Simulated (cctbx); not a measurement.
**Diagnosing a refinement**

Cell a = 13.7970 Å, b = 5.6420 Å, c = 7.1380 Å, α = 90.00°, β = 90.00°, γ = 90.00°; space group Pnma (no. 62). The compound is BaZn2Ag3.

The data are simulated with cctbx, not measured: Cu Kα, λ = 1.54184 Å, to d = 0.83 Å, 95 % of the full sphere, strongest reflection 5000 counts, noise from counting, a 6 % proportional error and a noise floor of 8 counts (s.d.); no absorption, and some extinction, which the refinements don't model.

An anisotropic refinement with weights 1/σ² prints:

```text
Rint 0.073, 562 unique reflections to 0.83 A
cycle     R1     wR2    GooF  max shift (A)
   1  0.3189  0.6343  12.742   0.00915
   3  0.1089  0.2759   5.542   0.00002
final R1 0.1089 wR2 0.2759 GooF 5.542  parameters 33  data/parameter 17.0
atom        x        y        z      Ueq    occ   su(xyz)  su(Uiso or U11)
Ba1    0.59315  0.75000  0.15265  -0.0032  1.000  0.00054  0.0019  NPD
Ag1    0.98947  0.75000  0.89980  -0.0036  1.000  0.00064  0.0022  NPD
Ag2    0.80810  0.75000  0.43682  -0.0040  1.000  0.00063  0.0022  NPD
Zn1    0.77562  0.75000  0.85248  -0.0361  1.000  0.00063  0.0020  NPD
Ag3    0.34793  0.00707  0.35572   0.0372  1.000  0.00118  0.0038
difference map: max 20.33 min -8.03 rms 2.19
Q1    0.2135  0.2500  0.1610    4   20.92  0.18 A from Zn1
Q2    0.0919  0.7500  0.3505    4   11.72  0.03 A from Ba1
Q3    0.0086  0.7500  0.8813    4   10.62  0.30 A from Ag1
Q4    0.1692  0.2500  0.5761    4    8.85  0.33 A from Ag2
Q5    0.2472  0.2500  0.7957    4    4.16  1.83 A from Ag2
Q6    0.1511  0.7500  0.8744    4    3.80  1.38 A from Ag3
```

Q: Accept it or mend it, and why?

Mend it. The fault: elements exchanged: Ag3 is Zn and Zn1 is Ag. Against the right model at the same level, R1 goes from 0.0220 to 0.1089 and GooF from 0.94 to 5.54, U of Zn1 shrinks from 0.0032 to -0.0361 Å², U of Ag2 shrinks from 0.0031 to -0.0040 Å², U of Ag3 swells from 0.0034 to 0.0372 Å², the top difference peak, 20.9 e/Å³, lies on Zn1 and Ba1, Ag1, Ag2 and Zn1 go non-positive-definite. Ag3 has 17 electrons too many and its U swells to shed them, as expected; Zn1 has 17 electrons too few and its U shrinks to make up, as expected.

The compound is BaZn2Ag3. The right model at the same level gives:

```text
Rint 0.073, 562 unique reflections to 0.83 A
cycle     R1     wR2    GooF  max shift (A)
   1  0.0230  0.0492   0.987   0.00024
   2  0.0220  0.0467   0.939   0.00000
final R1 0.0220 wR2 0.0467 GooF 0.939  parameters 33  data/parameter 17.0
atom        x        y        z      Ueq    occ   su(xyz)  su(Uiso or U11)
Ba1    0.59304  0.75000  0.15250   0.0023  1.000  0.00009  0.0003
Ag1    0.99011  0.75000  0.89951   0.0028  1.000  0.00011  0.0004
Ag2    0.80847  0.75000  0.43723   0.0031  1.000  0.00010  0.0004
Ag3    0.77585  0.75000  0.85217   0.0032  1.000  0.00011  0.0004
Zn1    0.34747  0.00610  0.35611   0.0034  1.000  0.00018  0.0005
difference map: max 1.73 min -1.88 rms 0.43
Q1    0.1505  0.7500  0.0336    4    1.81  1.87 A from Zn1
Q2    0.2182  0.1079  0.5179    8    1.44  0.94 A from Ag2
Q3    0.0729  0.2500  0.5292    4    1.43  1.65 A from Ag2
Q4    0.1456  0.7500  0.3977    4    1.42  0.81 A from Ba1
Q5    0.1391  0.2500  0.2688    4    1.40  1.46 A from Ag3
Q6    0.2057  0.7500  0.5147    4    1.38  1.36 A from Ag3
```

The model was made for the exercise: a known structure type with other elements put in, its volume estimated, not relaxed; displacement parameters are assumed.

[Middle refinement cycles are left out of these outputs.]

[Logs are printed without paths, hosts, clocks, repeated set-up lines and the standing remarks that a program may print on its own settings, such as how far it seeks lower states.]
